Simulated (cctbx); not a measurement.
**A crystallographic session in cctbx: Dy2TeSe2**

Library: cctbx 2025.11. The data are simulated by the first script.

## 1. Simulate the data

run.py:

```python
from cctbx import adptbx, crystal, miller, sgtbx, xray
from cctbx.array_family import flex
from iotbx.shelx import hklf
from scitbx import matrix
import scitbx.random

cs = crystal.symmetry(unit_cell=(4.301, 5.459, 13.76, 90, 90, 90), space_group_symbol='Hall: -I 2 2')  # Immm
atoms = [  # label, site, U (iso, or U11 U22 U33 U12 U13 U23 in A^2), occupancy
    ("Dy1", (0, 0.5, 0.6646), (0.0045, 0.0097, 0.0100, 0.0000, 0.0000, 0.0000), 1),
    ("Te1", (0, 0, 0), (0.0085, 0.0062, 0.0071, -0.0000, 0.0000, 0.0000), 1),
    ("Se1", (0.5, 0.5, 0.7985), (0.0102, 0.0140, 0.0108, 0.0000, 0.0000, 0.0000), 1),
]
xs = xray.structure(crystal_symmetry=cs)
for label, site, u, occ in atoms:
    u = adptbx.u_cif_as_u_star(cs.unit_cell(), u) if isinstance(u, tuple) else u
    xs.add_scatterer(xray.scatterer(label, site=site, u=u, occupancy=occ))
xs.set_inelastic_form_factors(0.56087, "sasaki")
xs.show_summary()
p1 = xs.expand_to_p1()
ms = miller.build_set(p1, anomalous_flag=True, d_min=0.84)
flex.set_random_seed(514294)
scitbx.random.set_random_seed(514294)
ms = ms.select(flex.random_double(ms.size()) < 0.95)
i = ms.structure_factors_from_scatterers(p1, algorithm="direct").f_calc().as_intensity_array().data()
i = i * 20000 / flex.max(i)
sig = flex.sqrt(i + flex.pow2(0.06 * i) + 15 ** 2)
noise = scitbx.random.variate(scitbx.random.normal_distribution())(i.size())
data = ms.array(data=i + sig * noise, sigmas=sig).set_observation_type_xray_intensity()
with open("data.hkl", "w") as f:
    data.export_as_shelx_hklf(f)
print("reflections written:", data.size(), " <I/sigma> = %.1f" % flex.mean(data.data() / data.sigmas()))
for h, a, b in list(data.sort("data"))[:12]:
    print("%4d%4d%4d %9.1f %7.1f" % (h + (a, b)))
```

```console
$ python run.py
```

```text
Number of scatterers: 3
At special positions: 3
Unit cell: (4.301, 5.459, 13.76, 90, 90, 90)
Space group: I m m m (No. 71)
reflections written: 2185  <I/sigma> = 5.8
  -1   0   3   20451.3  1173.8
   0  -2   0   20414.1  1208.4
  -1   0  -3   19582.6  1173.8
   1   0   3   19083.6  1173.8
   0   2   0   18993.0  1208.4
   1   0  -3   18649.8  1173.8
  -2   0   0   17821.1  1051.3
   2   0   0   17112.7  1051.3
   2   2   0   15730.1   837.4
  -1  -2  -3   15335.0   888.7
   2  -2   0   15280.2   837.4
  -1  -2   3   15107.5   888.7
```

It took 0.49 s on 1 thread of Arm Neoverse N1 (shared host), peak memory 0.07 GiB.

## 2. Refinement (right model, isotropic)

run.py:

```python
import math
from cctbx import adptbx, crystal, maptbx, sgtbx, xray
from cctbx.array_family import flex
from cctbx.xray import observations
from iotbx.shelx import hklf
from scitbx.lstbx import normal_eqns_solving
from smtbx import absolute_structure, utils
from smtbx.refinement import constraints, least_squares

cs = crystal.symmetry(unit_cell=(4.301, 5.459, 13.76, 90, 90, 90), space_group_symbol='Hall: -I 2 2')  # Immm
atoms = [  # label, site, U (iso, or U11 U22 U33 U12 U13 U23 in A^2), occupancy
    ("Dy1", (0, 0.5, 0.6662), 0.0200, 1),
    ("Te1", (0, 0, 0), 0.0200, 1),
    ("Se1", (0.5, 0.5, 0.8034), 0.0200, 1),
]
xs = xray.structure(crystal_symmetry=cs)
for label, site, u, occ in atoms:
    u = adptbx.u_cif_as_u_star(cs.unit_cell(), u) if isinstance(u, tuple) else u
    xs.add_scatterer(xray.scatterer(label, site=site, u=u, occupancy=occ))
xs.set_inelastic_form_factors(0.56087, "sasaki")
raw = hklf.reader(file_name="data.hkl").as_miller_arrays(crystal_symmetry=cs, anomalous=True)[0]
merged = raw.eliminate_sys_absent().merge_equivalents()
fo2 = merged.array().set_observation_type_xray_intensity()
print("Rint %.3f, %d unique reflections to %.2f A" % (merged.r_int(), fo2.size(), fo2.d_min()))
for sc in xs.scatterers():
    sc.flags.set_grad_site(True)
    sc.flags.set_grad_u_aniso(sc.flags.use_u_aniso())
    sc.flags.set_grad_u_iso(sc.flags.use_u_iso())
obs = fo2.as_xray_observations()
extra = {}
rep = constraints.reparametrisation(xs, [], utils.connectivity_table(xs), **extra)
ls = least_squares.crystallographic_ls(obs, rep, weighting_scheme=least_squares.mainstream_shelx_weighting(a=0, b=0))
print("cycle     R1     wR2    GooF  max shift (A)")
for cycle in range(8):
    ls.build_up()
    r1, wr2, goof = ls.r1_factor(cutoff_factor=2)[0], ls.wR2(), ls.goof()
    old = xs.sites_cart()
    normal_eqns_solving.levenberg_marquardt_iterations(ls, n_max_iterations=3, tau=1e-06, step_threshold=1e-7)
    big = flex.max((xs.sites_cart() - old).norms())
    print("%4d %7.4f %7.4f %7.3f %9.5f" % (cycle + 1, r1, wr2, goof, big))
    ls.build_up(objective_only=True)
    if abs(ls.wR2() - wr2) < 5e-5 and big < 5e-4:
        break
ls.build_up()
print("final R1 %.4f wR2 %.4f GooF %.3f  parameters %d  data/parameter %.1f" % (ls.r1_factor(cutoff_factor=2)[0], ls.wR2(), ls.goof(), ls.n_parameters, fo2.size() / ls.n_parameters))
cov = ls.covariance_matrix_and_annotations()
su = dict(zip(cov.annotations, (math.sqrt(max(v, 0)) for v in cov.matrix.matrix_packed_u_diagonal())))
a2 = cs.unit_cell().reciprocal_parameters()[0] ** -2
print("atom        x        y        z      Ueq    occ   su(xyz)  su(Uiso or U11)")
for sc in xs.scatterers():
    s = max(su.get(sc.label + k, 0) for k in (".x", ".y", ".z"))
    npd = "" if sc.is_positive_definite_u(cs.unit_cell()) else "  NPD"
    print("%-5s %8.5f %8.5f %8.5f %8.4f %6.3f %8.5f %7.4f%s" % ((sc.label,) + sc.site + (sc.u_iso_or_equiv(cs.unit_cell()), sc.occupancy, s, su.get(sc.label + ".uiso", su.get(sc.label + ".u11", 0) * a2), npd)))
fo = fo2.f_sq_as_f()
fc = fo.structure_factors_from_scatterers(xs, algorithm="direct").f_calc()
diff = fo.f_obs_minus_f_calc(1 / math.sqrt(ls.scale_factor()), fc).average_bijvoet_mates()
m = diff.fft_map(symmetry_flags=maptbx.use_space_group_symmetry, resolution_factor=0.25).apply_volume_scaling()
print("difference map: max %.2f min %.2f rms %.2f" % (m.statistics().max(), m.statistics().min(), m.statistics().sigma()))
peaks = m.peak_search(parameters=maptbx.peak_search_parameters(min_distance_sym_equiv=0.6, max_clusters=6)).all()
near = xs.closest_distances(peaks.sites(), distance_cutoff=4)
sps = cs.special_position_settings(min_distance_sym_equiv=0.5)
for k, (x, h) in enumerate(zip(peaks.sites(), peaks.heights())):
    ss = sps.site_symmetry(x)
    print("Q%-3d %7.4f %7.4f %7.4f %4d %7.2f  %.2f A from %s" % ((k + 1,) + tuple(t % 1 for t in ss.exact_site()) + (ss.multiplicity(), h, near.smallest_distances[k], xs.scatterers()[near.i_seqs[k]].label)))
```

```console
$ python run.py
```

```text
Rint 0.050, 190 unique reflections to 0.84 A
cycle     R1     wR2    GooF  max shift (A)
   1  0.1252  0.3506  10.039   0.06906
   2  0.0234  0.0700   2.003   0.00000
final R1 0.0234 wR2 0.0700 GooF 2.003  parameters 5  data/parameter 38.0
atom        x        y        z      Ueq    occ   su(xyz)  su(Uiso or U11)
Dy1    0.00000  0.50000  0.66457   0.0083  1.000  0.00005  0.0004
Te1    0.00000  0.00000  0.00000   0.0076  1.000  0.00000  0.0004
Se1    0.50000  0.50000  0.79838   0.0124  1.000  0.00013  0.0004
difference map: max 2.04 min -3.86 rms 0.34
Q1    0.0000  0.4058  0.3284    8    2.07  0.52 A from Dy1
Q2    0.0000  0.5000  0.2917    4    1.44  0.60 A from Dy1
Q3    0.0000  0.0733  0.3022    8    1.24  0.40 A from Se1
Q4    0.0000  0.0000  0.3835    4    1.21  1.17 A from Se1
Q5    0.2376  0.0000  0.1573    8    0.88  1.13 A from Dy1
Q6    0.0000  0.0000  0.0997    4    0.86  1.37 A from Te1
```

Time: 0.63 s.

## 3. Refinement (right model, anisotropic)

run.py, as its changes from the last script of this kind:

```diff
@@ -12,3 +12,3 @@
-    ("Dy1", (0, 0.5, 0.6662), 0.0200, 1),
-    ("Te1", (0, 0, 0), 0.0200, 1),
-    ("Se1", (0.5, 0.5, 0.8034), 0.0200, 1),
+    ("Dy1", (0, 0.5, 0.66457), 0.0083, 1),
+    ("Te1", (0, 0, 0), 0.0076, 1),
+    ("Se1", (0.5, 0.5, 0.79838), 0.0124, 1),
@@ -20,0 +21 @@
+xs.convert_to_anisotropic()
```

```console
$ python run.py
```

```text
Rint 0.050, 190 unique reflections to 0.84 A
cycle     R1     wR2    GooF  max shift (A)
   1  0.0234  0.0700   2.037   0.00034
   2  0.0125  0.0311   0.906   0.00000
final R1 0.0125 wR2 0.0311 GooF 0.906  parameters 11  data/parameter 17.3
atom        x        y        z      Ueq    occ   su(xyz)  su(Uiso or U11)
Dy1    0.00000  0.50000  0.66458   0.0080  1.000  0.00002  0.0002
Te1    0.00000  0.00000  0.00000   0.0073  1.000  0.00000  0.0003
Se1    0.50000  0.50000  0.79836   0.0118  1.000  0.00006  0.0004
difference map: max 1.01 min -0.57 rms 0.18
Q1    0.0000  0.0000  0.3850    4    1.03  1.19 A from Se1
Q2    0.0000  0.0000  0.1013    4    0.84  1.39 A from Te1
Q3    0.0000  0.2470  0.0000    4    0.62  1.35 A from Te1
Q4    0.0000  0.2583  0.5000    4    0.61  2.52 A from Te1
Q5    0.1283  0.1294  0.5000    8    0.54  2.58 A from Te1
Q6    0.0000  0.2472  0.3424    8    0.53  1.38 A from Dy1
```

Time: 0.66 s.

## 4. Refinement

run.py, as its changes from the last script of this kind:

```diff
@@ -13 +12,0 @@
-    ("Te1", (0, 0, 0), 0.0076, 1),
@@ -35 +34 @@
-for cycle in range(8):
+for cycle in range(12):
```

```console
$ python run.py
```

```text
Rint 0.050, 190 unique reflections to 0.84 A
cycle     R1     wR2    GooF  max shift (A)
   1  0.5289  0.7968  23.003   0.07790
   2  0.5041  0.7562  21.831   0.07203
   3  0.5093  0.7482  21.600   0.01945
   4  0.5132  0.7465  21.553   0.00157
   5  0.5135  0.7464  21.548   0.00026
final R1 0.5135 wR2 0.7463 GooF 21.548  parameters 8  data/parameter 23.8
atom        x        y        z      Ueq    occ   su(xyz)  su(Uiso or U11)
Dy1    0.00000  0.50000  0.66856  -0.0002  1.000  0.00110  0.0105  NPD
Se1    0.50000  0.50000  0.78600  -0.0090  1.000  0.00236  0.0085  NPD
difference map: max 322.06 min -37.84 rms 16.60
Q1    0.0000  0.0000  0.0000    2  322.06  3.16 A from Dy1
Q2    0.0000  0.5000  0.3440    4  246.19  0.17 A from Dy1
Q3    0.0000  0.0000  0.3090    4  140.17  0.32 A from Se1
Q4    0.0000  0.5000  0.0385    4   48.22  3.23 A from Se1
Q5    0.0000  0.5000  0.4409    4   34.13  1.51 A from Dy1
Q6    0.0000  0.0000  0.1544    4   27.32  1.81 A from Se1
```

Time: 0.83 s.

This run holds a fault made on purpose: atom left out: Te1.

## 5. Refinement

run.py, as its changes from the last script of this kind:

```diff
@@ -12,0 +13 @@
+    ("Te1", (0, 0, 0), 0.0076, 1),
@@ -13,0 +15 @@
+    ("Se2", (0.283, 0.299, 0.958), 0.0300, 1),
@@ -20 +21,0 @@
-xs.convert_to_anisotropic()
```

```console
$ python run.py
```

```text
Rint 0.050, 190 unique reflections to 0.84 A
cycle     R1     wR2    GooF  max shift (A)
   1  0.6391  0.8951  25.914   0.09728
   2  0.3832  0.6969  20.177   0.14094
   3  0.1250  0.3041   8.805   0.24215
   4  0.0273  0.0758   2.195   0.06442
   5  0.0261  0.0749   2.168   0.02079
   6  0.0271  0.0774   2.240   0.00030
   7  0.0263  0.0747   2.164   0.00342
   8  0.0271  0.0774   2.241   0.00358
   9  0.0263  0.0747   2.164   0.00357
  10  0.0271  0.0774   2.241   0.00357
  11  0.0263  0.0747   2.164   0.00357
  12  0.0271  0.0774   2.241   0.00357
final R1 0.0263 wR2 0.0747 GooF 2.164  parameters 9  data/parameter 21.1
atom        x        y        z      Ueq    occ   su(xyz)  su(Uiso or U11)
Dy1    0.00000  0.50000  0.66457   0.0081  1.000  0.00006  0.0004
Te1    0.00000  0.00000  0.00000   0.0074  1.000  0.00000  0.0005
Se1    0.50000  0.50000  0.79840   0.0123  1.000  0.00014  0.0005
Se2    0.25128  0.25184  0.94045   1.0000  1.000  0.00467  0.0771
difference map: max 2.22 min -3.64 rms 0.39
Q1    0.0000  0.4088  0.3308    8    2.26  0.50 A from Dy1
Q2    0.0000  0.5000  0.3707    4    1.89  0.49 A from Dy1
Q3    0.0000  0.0000  0.3838    4    1.46  1.17 A from Se1
Q4    0.1186  0.0000  0.0000    4    1.28  0.51 A from Te1
Q5    0.0000  0.0760  0.3001    8    1.25  0.42 A from Se1
Q6    0.0000  0.0000  0.0991    4    1.20  1.36 A from Te1
```

Time: 1.2 s.

This run holds a fault made on purpose: spurious atom: Se2.

## 6. Refinement

run.py, as its changes from the last script of this kind:

```diff
@@ -12 +12 @@
-    ("Dy1", (0, 0.5, 0.66457), 0.0083, 1),
+    ("W1", (0, 0.5, 0.66457), 0.0083, 1),
@@ -15 +14,0 @@
-    ("Se2", (0.283, 0.299, 0.958), 0.0300, 1),
@@ -21,0 +21 @@
+xs.convert_to_anisotropic()
```

```console
$ python run.py
```

```text
Rint 0.050, 190 unique reflections to 0.84 A
cycle     R1     wR2    GooF  max shift (A)
   1  0.0833  0.2070   6.027   0.00203
   2  0.0344  0.0966   2.811   0.00000
final R1 0.0344 wR2 0.0966 GooF 2.811  parameters 11  data/parameter 17.3
atom        x        y        z      Ueq    occ   su(xyz)  su(Uiso or U11)
W1     0.00000  0.50000  0.66470   0.0094  1.000  0.00007  0.0007
Te1    0.00000  0.00000  0.00000  -0.0002  1.000  0.00000  0.0011  NPD
Se1    0.50000  0.50000  0.79853   0.0044  1.000  0.00018  0.0011
difference map: max 5.58 min -1.06 rms 0.62
Q1    0.0000  0.0000  0.0000    2    5.58  0.00 A from Te1
Q2    0.0000  0.0000  0.2810    4    3.86  0.24 A from Se1
Q3    0.0000  0.5000  0.3499    4    2.59  0.20 A from W1
Q4    0.0000  0.0000  0.1103    4    0.98  1.52 A from Te1
Q5    0.0000  0.2576  0.3465    8    0.85  1.33 A from W1
Q6    0.0000  0.5000  0.2610    4    0.79  1.02 A from W1
```

It took 0.6 s on 1 thread of Arm Neoverse N1, with other jobs on the host, peak memory 0.09 GiB.

This run holds a fault made on purpose: wrong element: W1 is Dy.

[Logs are printed without paths, hosts, clocks, repeated set-up lines and the standing remarks that a program may print on its own settings, such as how far it seeks lower states.]
